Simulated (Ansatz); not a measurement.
# Tc of ScAl3 (Pm-3m) from its phonons, part 2 of 2

Wanted: λ, ω_log and Tc of ScAl3 (Pm-3m). The cell shown first is a relaxed one, from steps not shown here.

Ansatz 0.2.0; DFT PBE, scalar-relativistic, plane waves, PAW; PAW set soft_1.

So far, coupling constant λ: step 2 (resistivity: q 2×2×2, k 6×6×6, scattering 12×12×12) 0.214; step 3 (k-mesh 9×9×9, q mesh 3×3×3) 0.217. Also log mean phonon energy ħω_log (meV): step 2 28.0; step 3 28.

### Step 4. Electron–phonon run: q 3×3×3, k 12×12×12, scattering 20×20×20

The next rung changes the k mesh of the density and its response; the scattering mesh, which samples the Fermi surface.

The input, input.yaml:

```yaml
crystal:
  lattice:
    - [4.1063585191, 0.0, 0.0]
    - [0.0, 4.1063585191, 0.0]
    - [0.0, 0.0, 4.1063585191]
  atoms:
    - { symbol: Sc, position: [0.0, 0.0, 0.0] }
    - { symbol: Al, position: [0.5, 0.0, 0.5] }
    - { symbol: Al, position: [0.0, 0.5, 0.5] }
    - { symbol: Al, position: [0.5, 0.5, 0.0] }
kpoints:
  mp_grid: { grid: [12, 12, 12] }
hamiltonian:
  xc: pbe
  pseudopotentials: { kind: paw, azcp: { folder: soft_1 } }
scf:
  occupations: { method: methfessel_paxton, width: 0.2 }
output:
  eigenvalues: true
phonons:
  method: dfpt
  qmesh: [3, 3, 3]
  temperatures: { t_max: 1000, t_step: 50 }
  qpath:
    path:
      - [[0.0, 0.0, 0.0], [0.0, 0.5, 0.0], [0.5, 0.5, 0.0], [0.0, 0.0, 0.0], [0.5, 0.5, 0.5], [0.0, 0.5, 0.0]]
      - [[0.5, 0.5, 0.5], [0.5, 0.5, 0.0]]
    npoints: 6
  electrical_resistivity:
    mesh: [20, 20, 20]
    temperatures: [20.0, 50.0, 80.0, 100.0, 150.0, 200.0, 273.0, 300.0, 400.0, 500.0, 600.0, 800.0]
  superconductivity: { mesh: [20, 20, 20] }
```

Command:

```sh
ansatz run input.yaml --threads 16 --pin off --max-ram 92160MiB --backend cuda --events-out ev --progress --plain --runs-dir out --max-vram 78GiB
```

Numbers of over 12 decimals in the logs are rounded to 6 here.

Output:

```text
[...]
Crystal: 4 atoms, lattice volume = 69.242 Å³
Basis set: ecut = 420 eV, 1357 PW (Γ), exchange–correlation on 60×60×60 points (8 copies of the dense FFT grid, shifted against one another)
Bands: 14, of which v1, the nominal top of the filled ones, is band 10 counted from 1 (9 counted from 0)
Symmetry: 48 space group operations
k-points: 84 of 1728
[...]
SCF iter   1: F=—  HF=-3750.422426 eV  |F-HF|=—  |Δ(HF+E_count)|=         —  Δρ=2.55e-2  dr2=8.78e-1  ethr=3.10e-3  ⟨swp⟩=5.1  Hψ=6295  notcnv=0
[...]
SCF iter   2: F=—  HF=-3750.258017 eV  |F-HF|=—  |Δ(HF+E_count)|=   1.64e-1  S|Δr|=    0.00e0  Δρ=1.64e-2  dr2=2.77e-1  ethr=3.10e-3  ⟨swp⟩=2.0  Hψ=2116  notcnv=0
[...]
SCF iter   9: F=-3750.136940 eV  HF=-3750.136940 eV  |F-HF|=2.27e-12  |Δ(HF+E_count)|=  1.64e-11  S|Δr|=    0.00e0  Δρ=5.78e-8  dr2=3.19e-12  ethr=1.00e-12  ⟨swp⟩=5.1  Hψ=4881  notcnv=0
the search or the solves at the SCF's close seem to have found levels that the self-consistency loop had missed (the run counts 1). By its estimate they hold under 1e-12 electrons; where the run keeps them, the occupations were computed again with them
SCF 1 converged in 9 iterations: F = -3750.136940 eV  dr2 = 3.19e-12
[...]
SCF iter   2: F=-3750.136940 eV  HF=-3750.136940 eV  |F-HF|=0.00e0  |Δ(HF+E_count)|=   5.75e-6  S|Δr|=    0.00e0  Δρ=3.89e-8  dr2=1.23e-12  ethr=1.00e-12  ⟨swp⟩=3.9  Hψ=4179  notcnv=0
SCF 2 converged in 2 iterations: F = -3750.136940 eV  dr2 = 1.23e-12
[...]
SCF 3 converged in 9 iterations: F = -3750.136940 eV  dr2 = 3.29e-12
[...]
SCF converged after 9 iterations
[...]
vibrations of 27 cells: unjudged by the run; compare a larger repeat
[...]
--- Superconductivity: potentials and phonons of a 3×3×3 supercell ---
           mesh         λ    ħω_log (meV)  μ* declared at (meV)
       20×20×20    0.2071          28.095               30.356
       10×10×10    0.2204          27.823               30.187
          5×5×5    0.2576          27.328               29.753
  λ by the species' shares of the modes' patterns: Sc 0.0550, Al 0.1520
[...]
0.08      0.006         0.006    none_found    none_found    none_found    none_found     none_found
      0.10      0.000         0.000    none_found    none_found    none_found    none_found     none_found
      0.12      0.000         0.000    none_found    none_found    none_found    none_found     none_found
      0.13      0.000         0.000    none_found    none_found    none_found    none_found     none_found
      0.14      0.000         0.000    none_found    none_found    none_found    none_found     none_found
      0.16      0.000         0.000    none_found    none_found    none_found    none_found     none_found
      0.20          -             -    none_found    none_found    none_found    none_found     none_found
  none_found: no transition down to 0.1 K
[...]
vibrations of 27 cells: unjudged by the run; compare a larger repeat
[...]
```

Elapsed: 34 s, on 1 × NVIDIA GB200 with 16 threads of Arm Neoverse V2, shared host; peak memory 3.6 GiB; 5.1 min of CPU time.

This step gave:

| Quantity | Value |
| --- | --- |
| zero point energy | 0.1759 eV/cell |
| Debye temperature (second moment) | 453 K |
| resistivity at 300 K | 7.177 μΩ cm |
| coupling constant λ | 0.2071 |
| density of states at the Fermi level | 0.6381 states/eV a spin and cell |
| log mean phonon energy ħω_log | 28.09 meV |
| transport coupling constant λ_tr | 0.2134, 0.2134, 0.2134 (xx, yy, zz) |
| Drude plasma energy | 5.693, 5.693, 5.693 eV (xx, yy, zz) |
| resistivity times mean free path | 13.26, 13.26, 13.26 × 10⁻¹⁶ Ω m² (xx, yy, zz) |
| second-moment phonon energy ħω₂ | 30.36 meV |

An empty cell: under 1 mK by a formula, or no transition down to the floor of the Eliashberg search. Transition temperatures:

| μ* | McMillan Tc (K) | Allen–Dynes Tc (K) |
| --- | --- | --- |
| 0.08 | 0.00585 | 0.00588 |
| 0.1 | - | - |
| 0.12 | - | - |
| 0.13 | - | - |
| 0.14 | - | - |
| 0.16 | - | - |
| 0.2 | - | - |

The Eliashberg function α²F has structure finer than the step of the table below, so its rows give means over 2 meV, whole bins alone (the curve runs from 0.163 to 41.5 meV). Peaks (meV: height): α²F 22.3: 0.150, 31.4: 0.316, 32.7: 0.262, 36.0: 0.210, 39.5: 0.290; α²F tr 20.0: 0.0687, 22.3: 0.215, 31.4: 0.294, 32.7: 0.272, 36.0: 0.222, 39.2: 0.263.

Table of Eliashberg function α²F by phonon energy; means over each step:

| phonon energy (meV) | α²F | α²F tr |
| --- | --- | --- |
| 2 | 2.0e-5 | 0 |
| 4 | 3.1e-4 | 6.2e-5 |
| 6 | 9.2e-4 | 3.6e-4 |
| 8 | 0.00239 | 0.00130 |
| 10 | 0.00598 | 0.00345 |
| 12 | 0.00956 | 0.00660 |
| 14 | 0.0119 | 0.0107 |
| 16 | 0.0154 | 0.0167 |
| 18 | 0.0243 | 0.0290 |
| 20 | 0.0423 | 0.0504 |
| 22 | 0.0719 | 0.0987 |
| 24 | 0.0965 | 0.123 |
| 26 | 0.106 | 0.119 |
| 28 | 0.0903 | 0.0859 |
| 30 | 0.122 | 0.112 |
| 32 | 0.261 | 0.255 |
| 34 | 0.133 | 0.142 |
| 36 | 0.149 | 0.151 |
| 38 | 0.205 | 0.193 |
| 40 | 0.171 | 0.151 |

The Eliashberg function α²F has structure finer than the step of the table below, so its rows give means over 2 meV, whole bins alone (the curve runs from 0.163 to 41.5 meV). Peaks (meV: height): α²F 22.3: 0.150, 31.4: 0.316, 32.7: 0.262, 36.0: 0.210, 39.5: 0.290; Sc 22.3: 0.0788, 26.9: 0.0524, 39.5: 0.111; Al 31.4: 0.290, 36.0: 0.186, 39.5: 0.179.

Table of Eliashberg function α²F by phonon energy; means over each step:

| phonon energy (meV) | α²F | Sc | Al |
| --- | --- | --- | --- |
| 2 | 2.0e-5 | 0 | 2.0e-5 |
| 4 | 3.1e-4 | 1.1e-4 | 2.2e-4 |
| 6 | 9.2e-4 | 3.2e-4 | 5.9e-4 |
| 8 | 0.00239 | 8.5e-4 | 0.00155 |
| 10 | 0.00598 | 0.00207 | 0.00389 |
| 12 | 0.00956 | 0.00328 | 0.00625 |
| 14 | 0.0119 | 0.00404 | 0.00780 |
| 16 | 0.0154 | 0.00519 | 0.0102 |
| 18 | 0.0243 | 0.00705 | 0.0172 |
| 20 | 0.0423 | 0.00880 | 0.0335 |
| 22 | 0.0719 | 0.0329 | 0.0391 |
| 24 | 0.0965 | 0.0379 | 0.0586 |
| 26 | 0.106 | 0.0466 | 0.0594 |
| 28 | 0.0903 | 0.0314 | 0.0589 |
| 30 | 0.122 | 0.0170 | 0.105 |
| 32 | 0.261 | 0.0226 | 0.238 |
| 34 | 0.133 | 0.0135 | 0.120 |
| 36 | 0.149 | 0.0225 | 0.126 |
| 38 | 0.205 | 0.0661 | 0.139 |
| 40 | 0.171 | 0.0644 | 0.106 |

### Step 5. What came out

```yaml
meshes: q 3×3×3, k 12×12×12, scattering 20×20×20
coupling_constant_lambda: 0.207
log_mean_phonon_energy_omega_log: 28.1 meV
```

**Reading.** In the last run (PBE, q 3×3×3, k 12×12×12, scattering 20×20×20), with λ = 0.21 and ħω_log = 28.1 meV, Tc at μ* = 0.13 is under 1 mK by the formulas. In that run Allen and Dynes's formula gives no transition above 0.05 K at μ* = 0.10 or more. By the run's own test λ is not converged in the fine mesh: it moves by 6 % between the two finest, and by up to 10 % in the other runs. The run's transport test calls it not converged in the mesh; ρ(300 K) moves by 8 % in the component that moves most. Over the runs, λ takes the values 0.214, 0.217 and 0.207, in the order shown. μ* is a typed number, phonons are harmonic, and spin fluctuations are left out; with λ this near or under μ*(1 + 0.62 λ), the formulas give Tc only to its order of magnitude, or none.

[Logs are printed without paths, hosts, clocks, repeated set-up lines and the standing remarks that a program may print on its own settings, such as how far it seeks lower states.]

[Hosts, paths, dates, database ids (printed as entryN), source tags and the programs' standing remarks are cut or masked in the printed files.]
